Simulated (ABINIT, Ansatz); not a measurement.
# CsPbCl3 (Pm-3m): G0W0 on several meshes in ABINIT

Aim: the GW shift of CsPbCl3 (Pm-3m) against the k mesh.

Main program and level: ABINIT 10.8.3; PBEsol and many-body steps on it, plane waves.

Report form: the programs' logs are mostly left out.

## (1) The starting structure

Symmetry: Pm-3m, No. 221, cubic system. Conventional cell: a = 5.605 Å, b = 5.605 Å, c = 5.605 Å, α = 90.00°, β = 90.00°, γ = 90.00°. Nearest to Cs lie 12 Cl at 3.96 Å. Nearest to Pb lie 6 Cl at 2.80 Å. Cl has 2 Pb at 2.80 Å and 4 Cs at 3.96 Å nearest. Farther neighbours and most contacts between anions are not listed.

Coordinates:

```cif
data_structure
_symmetry_space_group_name_H-M 'P 1'
_symmetry_Int_Tables_number 1
_cell_length_a 5.6050
_cell_length_b 5.6050
_cell_length_c 5.6050
_cell_angle_alpha 90.000
_cell_angle_beta 90.000
_cell_angle_gamma 90.000
_cell_volume 176.09
loop_
_atom_site_label
_atom_site_type_symbol
_atom_site_fract_x
_atom_site_fract_y
_atom_site_fract_z
_atom_site_occupancy
Cs1 Cs 0.00000 0.00000 0.00000 1
Pb2 Pb 0.50000 0.50000 0.50000 1
Cl3 Cl 0.50000 0.50000 0.00000 1
Cl4 Cl 0.00000 0.50000 0.50000 1
Cl5 Cl 0.50000 0.00000 0.50000 1
```

The cell and positions come from the Crystallography Open Database and are kept as given unless a step says otherwise. Spin-orbit coupling is left out unless a step names it.

## (2) Empty states on the mesh, 2×2×2 mesh, 338 bands

This step: ABINIT 10.8.3; DFT, PBEsol, plane waves, norm-conserving pseudopotentials.

The sums over transitions need many empty states on a uniform mesh; this step solves for them.

run.abi

```
acell 3*1.0 Angstrom
rprim 
  5.605000000000 0.000000000000 0.000000000000
  0.000000000000 5.605000000000 0.000000000000
  0.000000000000 0.000000000000 5.605000000000
ntypat 3
znucl 55 82 17
natom 5
typat 1 2 3 3 3
xred 
  0.000000000000 0.000000000000 0.000000000000
  0.500000000000 0.500000000000 0.500000000000
  0.500000000000 0.500000000000 0.000000000000
  0.000000000000 0.500000000000 0.500000000000
  0.500000000000 0.000000000000 0.500000000000
pp_dirpath "pseudos"
pseudos "Cs.upf, Pb.upf, Cl.upf"
ecut 25
ngkpt 2 2 2
nshiftk 1
shiftk 0 0 0
kptopt 1
chksymbreak 0
iscf -2
irdden 1
istwfk *1
nband 338
nbdbuf 30
tolwfr 1e-09
nstep 60
prtvol 0
indata_prefix "in"
outdata_prefix "out"
tmpdata_prefix "tmp"
```

On the command line:

```console
$ OMP_NUM_THREADS=1 mpirun -n 4 abinit run.abi > log
```

Run time: 2.5 min. Hardware: 4 MPI ranks of Arm Neoverse V2, shared host; peak memory 0.47 GiB.

Numbers from this step:

* gap: 1.802 eV
* k of the valence top: 0.5, 0.5, 0.5
* k of the conduction bottom: 0.5, 0.5, 0.5
* least direct gap: 1.802 eV
* k points computed: 4
* lowest point of the top converged band, above the valence top: 73.3605 eV

On this mesh the gap is 1.802 eV.

The density comes from a self-consistent run that is not shown.

## (3) Screening, 2×2×2 mesh, 138 bands, screening to 114.3 eV

The RPA dielectric matrix is built and inverted for each q.

This step: RPA screening on PBEsol, plane waves, norm-conserving pseudopotentials.

Edit run.abi of step 2 so:

```diff
@@ -23,10 +23,11 @@
 chksymbreak 0
-iscf -2
-irdden 1
 istwfk *1
-nband 338
-nbdbuf 30
-tolwfr 1e-09
-nstep 60
-prtvol 0
+occopt 1
+irdwfk 1
+optdriver 3
+nband 138
+ecuteps 4.2
+inclvkb 2
+awtr 1
+symchi 1
 indata_prefix "in"
```

The job ended after 32 s (4 MPI ranks; peak memory 1.3 GiB; 2.1 min of CPU time).

This step gave:

| Property | Result |
| --- | --- |
| ε∞ with local fields, on this mesh, along the program's q direction | 7.961 |
| the same without local fields | 9.166 |
| plasma frequency | 18.56 eV |
| plane waves in the screening matrix | 461 |

Local fields lower ε∞ by 13 %. On a Γ-centred mesh this coarse the value itself is usually too large, while a short band sum pulls it down.

## (4) 2×2×2

The self-energy is evaluated for the states that the input lists, and the levels follow from it, in one-shot runs by the linearised quasiparticle equation.

This step: G0W0 on PBEsol, plane waves, norm-conserving pseudopotentials.

Edit run.abi of step 3 so:

```diff
@@ -26,8 +26,17 @@
 irdwfk 1
-optdriver 3
+optdriver 4
 nband 138
+gwcalctyp 0
+ecutsigx 25
+symsigma 1
+nkptgw 2
+kptgw 
+  0.5000000000 0.5000000000 0.5000000000
+  0.0000000000 0.0000000000 0.0000000000
+bdgw 
+  19 25
+  20 25
 ecuteps 4.2
-inclvkb 2
-awtr 1
-symchi 1
+irdscr 1
+ppmodel 1
 indata_prefix "in"
```

Elapsed: 19 s, on 4 MPI ranks; peak memory 1.2 GiB.

This step gave:

```yaml
g0w0_gap_on_the_points_computed: 3.085 eV
starting_gap_on_the_mesh: 1.802 eV
k_of_the_valence_top: 0.5, 0.5, 0.5
k_of_the_conduction_bottom: 0.5, 0.5, 0.5
z_at_the_valence_top: 0.79
z_at_the_conduction_bottom: 0.818
least_direct_g0w0_gap_on_the_computed_points: 3.085 eV
```

The gap on the mesh goes from 1.80 eV to 3.08 eV, a correction of +1.28 eV.

## (5) Empty states on the mesh, 4×4×4 mesh, 150 bands

This step: DFT, PBEsol, plane waves, norm-conserving pseudopotentials.

Edit run.abi of step 4 so:

```diff
@@ -18,3 +18,3 @@
 ecut 25
-ngkpt 2 2 2
+ngkpt 4 4 4
 nshiftk 1
@@ -23,20 +23,10 @@
 chksymbreak 0
+iscf -2
+irdden 1
 istwfk *1
-occopt 1
-irdwfk 1
-optdriver 4
-nband 138
-gwcalctyp 0
-ecutsigx 25
-symsigma 1
-nkptgw 2
-kptgw 
-  0.5000000000 0.5000000000 0.5000000000
-  0.0000000000 0.0000000000 0.0000000000
-bdgw 
-  19 25
-  20 25
-ecuteps 4.2
-irdscr 1
-ppmodel 1
+nband 150
+nbdbuf 12
+tolwfr 1e-09
+nstep 60
+prtvol 0
 indata_prefix "in"
```

Wall time 2.2 min (4 MPI ranks); peak memory 0.5 GiB; 8.8 min of CPU time.

Numbers from this step:

| Item | Value |
| --- | --- |
| gap | 1.802 eV |
| k of the valence top | 0.5, 0.5, 0.5 |
| k of the conduction bottom | 0.5, 0.5, 0.5 |
| least direct gap | 1.802 eV |
| k points computed | 10 |
| lowest point of the top converged band, above the valence top | 37.42 eV |

On this mesh the gap is 1.802 eV.

## (6) Screening, 4×4×4 mesh, 138 bands, screening to 114.3 eV

This step: RPA screening on PBEsol, plane waves, norm-conserving pseudopotentials.

Edit run.abi of step 5 so:

```diff
@@ -23,10 +23,11 @@
 chksymbreak 0
-iscf -2
-irdden 1
 istwfk *1
-nband 150
-nbdbuf 12
-tolwfr 1e-09
-nstep 60
-prtvol 0
+occopt 1
+irdwfk 1
+optdriver 3
+nband 138
+ecuteps 4.2
+inclvkb 2
+awtr 1
+symchi 1
 indata_prefix "in"
```

Run time: 3.8 min. Hardware: 4 MPI ranks; peak memory 2.3 GiB; 15 min of CPU time.

This step gave:

```yaml
eps_infinity_with_local_fields_on_this_mesh_along_the_program_s_q_direction: 4.602
the_same_without_local_fields: 5.293
plasma_frequency: 18.56 eV
plane_waves_in_the_screening_matrix: 461
```

## (7) 4×4×4

This step: G0W0 on PBEsol, plane waves, norm-conserving pseudopotentials.

Edit run.abi of step 6 so:

```diff
@@ -26,8 +26,17 @@
 irdwfk 1
-optdriver 3
+optdriver 4
 nband 138
+gwcalctyp 0
+ecutsigx 25
+symsigma 1
+nkptgw 2
+kptgw 
+  0.5000000000 0.5000000000 0.5000000000
+  0.0000000000 0.0000000000 0.0000000000
+bdgw 
+  19 25
+  20 25
 ecuteps 4.2
-inclvkb 2
-awtr 1
-symchi 1
+irdscr 1
+ppmodel 1
 indata_prefix "in"
```

Wall time 42 s (4 MPI ranks); peak memory 2.2 GiB; 2.8 min of CPU time.

Numbers from this step:

* G0W0 gap on the points computed: 3.058 eV
* starting gap on the mesh: 1.802 eV
* k of the valence top: 0.5, 0.5, 0.5
* k of the conduction bottom: 0.5, 0.5, 0.5
* Z at the valence top: 0.796
* Z at the conduction bottom: 0.825
* least direct G0W0 gap on the computed points: 3.058 eV

Against G0W0 in ABINIT (2×2×2 mesh, 138 bands, screening to 114.3 eV, Godby-Needs plasmon pole), the gap moves by −0.027 eV.

## (8) Side by side

Times are wall times on 4 MPI ranks of Arm Neoverse V2, shared host, good to a factor of about two. A run's time includes the screening step that it read.

```
  run   mesh  bands  screening cutoff (eV)  DFT gap (eV)  gap on the mesh (eV)  direct (eV)  ε∞ used     time
2×2×2  2×2×2    138                  114.3         1.802                 3.085        3.085     7.96     51 s
4×4×4  4×4×4    138                  114.3         1.802                 3.058        3.058     4.60  4.5 min
```

## (9) Results

| Quantity | Value |
| --- | --- |
| 2×2×2 | 3.085 eV |
| 4×4×4 | 3.058 eV |
| known limits | not at the basis limit; exchange with frozen shells missing; no spin-orbit coupling; coarse k mesh |

What this shows: 4×4×4: −0.027 eV against 2×2×2. Bands and cutoff are finite, so the gap is not at the basis limit. The miss can reach some tenths of an eV and take either sign; the mesh is an error of its own. In the first G0W0 run levels were corrected at 2 k points alone, so a gap called «on the mesh» is the least over those, and an edge elsewhere would be missed. The 2×2×2 mesh is coarse for this cell, which bears on the long-range parts of exchange and screening. Where an edge is built on 6p states of lead, bismuth or thallium, scalar-relativistic gaps usually stand too wide, by a few tenths to over one eV. This is the ideal cubic cell; many perovskites, halides above all, are cubic only on average, and local tilts or off-centring can widen the gap. The norm-conserving file of at least one element keeps a d shell over frozen s and p shells of the same row. Exchange with those shells is missing from the self-energy, an error of 0.3 to 0.9 eV in cases checked, whose sign depends on which edge lies on those atoms. The many-body steps are scalar-relativistic: spin-orbit coupling is not in them.

[Paths, hosts, dates, memory and timing lines, banners, echoed tables and standing remarks are left out of the program output.]

[Logs are printed without paths, hosts, clocks, repeated set-up lines and the standing remarks that a program may print on its own settings, such as how far it seeks lower states.]

[Runs of the session that timed out or met a known fault of the program may be left out.]

[No measured gap is set beside runs whose start may be inverted or whose files or cutoffs have a known fault.]

[Hosts, paths, dates, database ids (printed as entryN), source tags and the programs' standing remarks are cut or masked in the printed files.]

[G0W0 gaps are taken among the corrected bands and points alone; a level outside them can change the order at an edge.]

[Where Ansatz stands beside ABINIT at settings called matched, ABINIT's density can come from a denser mesh and the files from another edition; pairs whose starting gaps differed by over 0.03 eV were left out, so agreement reads better than it is.]
